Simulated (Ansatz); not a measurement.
# What (KF)3(LiCl)1 [001] superlattice, started as rocksalt type distorts into, part 4 of 4

Wanted: the energy along a soft mode of (KF)3(LiCl)1 [001] superlattice, started as rocksalt type and the structure at the end.

Ansatz 0.2.0; DFT PBEsol, scalar-relativistic, plane waves, PAW.

So far. Step 5 (Energy along the mode, all amplitudes (two of the runs …): The lowest of the steps tried is the last one, at 0.6 Å, 23.6 meV/atom below the parent; the bottom of the well need not coincide with a step. Step 7 (The new phase in its own primitive cell): The largest force component left is 0.47 meV/Å and the pressure is 0.000 GPa, within the tolerances set. The cell now holds 19.91 Å³/atom.

The structure was built from a prototype and need not be the compound's stable phase.

## (8) Modes of the new phase, k-mesh 6×6×2 (continued)

Without the LO-TO term. Patterns of degenerate modes are one choice out of their space. The modes at Γ (shares of kinetic energy by element, %):

| mode | frequency (cm⁻¹) | symmetry | Cl % | F % | K % | Li % |
| --- | --- | --- | --- | --- | --- | --- |
| 1 | 0.0 | acoustic | 16 | 26 | 54 | 3 |
| 2 | 0.0 | acoustic | 16 | 26 | 54 | 3 |
| 3 | 0.0 | acoustic | 16 | 26 | 54 | 3 |
| 4 | 27.9 | E | 24 | 24 | 49 | 3 |
| 5 | 27.9 | E | 24 | 24 | 49 | 3 |
| 6 | 50.3 | E | 7 | 30 | 62 | 0 |
| 7 | 50.3 | E | 7 | 30 | 62 | 0 |
| 8 | 69.0 | E | 51 | 10 | 36 | 3 |
| 9 | 69.0 | E | 51 | 10 | 36 | 3 |
| 10 | 89.3 | A1 | 11 | 29 | 55 | 4 |
| 11 | 120.4 | A1 | 9 | 23 | 67 | 1 |
| 12 | 160.6 | E | 0 | 0 | 14 | 85 |
| 13 | 160.6 | E | 0 | 0 | 14 | 85 |
| 14 | 181.5 | A1 | 43 | 10 | 47 | 0 |
| 15 | 195.5 | E | 0 | 68 | 32 | 0 |
| 16 | 195.5 | E | 0 | 68 | 32 | 0 |
| 17 | 208.8 | E | 0 | 67 | 33 | 0 |
| 18 | 208.8 | E | 0 | 67 | 33 | 0 |
| 19 | 212.6 | A1 | 11 | 69 | 11 | 9 |
| 20 | 216.3 | E | 0 | 74 | 20 | 6 |
| 21 | 216.3 | E | 0 | 74 | 20 | 6 |
| 22 | 230.1 | A1 | 8 | 60 | 32 | 0 |
| 23 | 260.6 | A1 | 1 | 62 | 33 | 4 |
| 24 | 500.4 | A1 | 1 | 21 | 1 | 78 |

Displacements in mode 4 (27.9 cm⁻¹), the largest set to 1:
```
Cl1  0.65 -0.95  0.00
F2  -0.67  0.98  0.00
F3  -0.27  0.39  0.00
F4   0.50 -0.73  0.00
K5  -0.68  1.00  0.00
K6  -0.26  0.39  0.00
K7   0.48 -0.71  0.00
Li8  0.50 -0.74  0.00
```

Displacements in mode 24 (500.4 cm⁻¹), the largest set to 1:
```
Cl1  0.00  0.00 -0.04
F2   0.00  0.00  0.06
F3   0.00  0.00  0.04
F4   0.00  0.00 -0.31
K5   0.00  0.00 -0.02
K6   0.00  0.00 -0.03
K7   0.00  0.00  0.01
Li8  0.00  0.00  1.00
```

Optical modes at the zone centre, without and with the macroscopic field of the longitudinal modes; each column is sorted by frequency, so a row need not hold one and the same mode. Modes with and without the field, by row:

| rank among optical modes | no field (cm⁻¹) | q along (1, 0, 0) (cm⁻¹) | q along (0, 0, 1) (cm⁻¹) |
| --- | --- | --- | --- |
| 1 | 27.9 | 27.9 | 27.9 |
| 2 | 27.9 | 28.2 | 27.9 |
| 3 | 50.3 | 50.3 | 50.3 |
| 4 | 50.3 | 50.6 | 50.3 |
| 5 | 69 | 69 | 69 |
| 6 | 69 | 84.7 | 69 |
| 7 | 89.3 | 89.3 | 94.6 |
| 8 | 120.4 | 120.4 | 122.7 |
| 9 | 160.6 | 160.6 | 160.6 |
| 10 | 160.6 | 171.5 | 160.6 |
| 11 | 181.5 | 181.5 | 195.5 |
| 12 | 195.5 | 195.5 | 195.5 |
| 13 | 195.5 | 200.7 | 197.5 |
| 14 | 208.8 | 208.8 | 208.8 |
| 15 | 208.8 | 212.5 | 208.8 |
| 16 | 212.6 | 212.6 | 212.6 |
| 17 | 216.3 | 216.3 | 216.3 |
| 18 | 216.3 | 230.1 | 216.3 |
| 19 | 230.1 | 260.6 | 260.5 |
| 20 | 260.6 | 344.2 | 291.8 |
| 21 | 500.4 | 500.4 | 518.7 |

Born charge (rows field, columns displacement) (e), principal values of the symmetric part by kind of site:

| atom | atoms with these values | low | middle | high | mean |
| --- | --- | --- | --- | --- | --- |
| Cl1 | 1 | -1.16 | -1.16 | -0.84 | -1.05 |
| F2 | 2 | -1.17 | -1.17 | -1.13 | -1.15 |
| F4 | 1 | -1.17 | -1.17 | -1.04 | -1.12 |
| K5 | 1 | 1.10 | 1.17 | 1.17 | 1.14 |
| K6 | 1 | 1.13 | 1.16 | 1.16 | 1.15 |
| K7 | 1 | 1.12 | 1.12 | 1.18 | 1.14 |
| Li8 | 1 | 0.74 | 1.21 | 1.21 | 1.06 |

In full for Li8:

```
1.21 0.00 0.00
0.00 1.21 0.00
0.00 0.00 0.74
```

High-frequency dielectric tensor:

```
2.15 0.00 0.00
0.00 2.15 0.00
0.00 0.00 2.07
```

Static dielectric tensor (ions relaxed, fixed cell):

```
10.57  0.00  0.00
 0.00 10.57  0.00
 0.00  0.00  4.92
```

Transverse modes. Infrared lines, with heights relative to the strongest:

| position (cm⁻¹) | label | relative intensity |
| --- | --- | --- |
| 28 | E | 0.4 |
| 50 | E | 1.1 |
| 69 | E | 38 |
| 89 | A1 | 5.4 |
| 120 | A1 | 2.8 |
| 161 | E | 83 |
| 182 | A1 | 36 |
| 196 | E | 76 |
| 209 | E | 78 |
| 213 | A1 | 0.1 |
| 216 | E | 100 |
| 230 | A1 | 53 |
| 261 | A1 | 0.1 |
| 500 | A1 | 34 |

Activity x (w_L - w)^4 (n + 1)/w, 532 nm, 300 K; modes without the macroscopic field alone. Raman lines, with heights relative to the strongest:

| position (cm⁻¹) | label | relative intensity |
| --- | --- | --- |
| 28 | E | 0.2 |
| 50 | E | 0.5 |
| 69 | E | 16 |
| 89 | A1 | 7.9 |
| 120 | A1 | 16 |
| 161 | E | 6.8 |
| 182 | A1 | 100 |
| 196 | E | 51 |
| 209 | E | 27 |
| 213 | A1 | 2.2 |
| 216 | E | 3.3 |
| 230 | A1 | 18 |
| 261 | A1 | 2.4 |
| 500 | A1 | 14 |

Before it was imposed, the acoustic sum rule was missed by 5.2e-4 eV/Å² and the charge sum rule by 0.012 e. Small misses are needed for a sound result but don't prove that mesh and cutoff are converged. The lowest optical mode is real, 27.9 cm⁻¹.

## (9) The phases reached

The phases reached along the modes that were followed are set side by side.

Energies are those of the first relaxation, on the mesh of the frozen mode; space group, volume and gap are those of the last relaxation. Phases, by row:

| mode frozen in | space group | energy from parent (meV/atom) | volume (Å³/atom) | gap on mesh (eV) | lowest zone-centre optical mode (cm⁻¹) | largest shift (Å) |
| --- | --- | --- | --- | --- | --- | --- |
| parent | P4/mmm | 0 | 18.9 | 5.716 | – | – |
| q = (0, 0, 0), 172i cm⁻¹ | P4mm | -40.43 | 19.91 | 4.985 | 27.9 | 0.788 |

## (10) Results

| Item | Value |
| --- | --- |
| unstable mode of the parent | q = (0, 0, 0), 172i cm⁻¹ |
| depth at the lowest point sampled | 23.6 meV/atom |
| largest atomic shift at that point | 0.6 Å |
| space group reached (within 0.01 Å) | P4mm |
| energy gained over the parent (first relaxation, on the mesh of the frozen mode) | 40.4 meV/atom |
| volume per atom, phase reached | 19.9 Å³ |
| gap on the k-mesh, phase reached | 4.99 eV |
| lowest optical zone-centre mode, phase reached | 27.9 cm⁻¹ |
| highest optical mode at the zone centre (no LO-TO term), phase reached | 500 cm⁻¹ |

**Reading.** Along this mode the structure falls into P4mm, 40.4 meV/atom below the parent. At the parent's cell the well is 23.62 meV/atom deep on the steps tried, with its lowest point at a shift of 0.6 Å. That is the last step tried, so the steps alone don't bracket the bottom of the well. Relaxing atoms and cell changes the gain by +16.81 meV/atom against the lowest step (energies at zero smearing). The new phase has no imaginary mode at the zone centre of its cell; other wavevectors were not checked. Each path keeps the symmetry of its pattern, so a lower phase may lie along a pattern not tried. The starting cell was built on a prototype and not taken from a measurement, so the phase need not exist.

[Logs are printed without paths, hosts, clocks, repeated set-up lines and the standing remarks that a program may print on its own settings, such as how far it seeks lower states.]

[Hosts, paths, dates, database ids (printed as entryN), source tags and the programs' standing remarks are cut or masked in the printed files.]
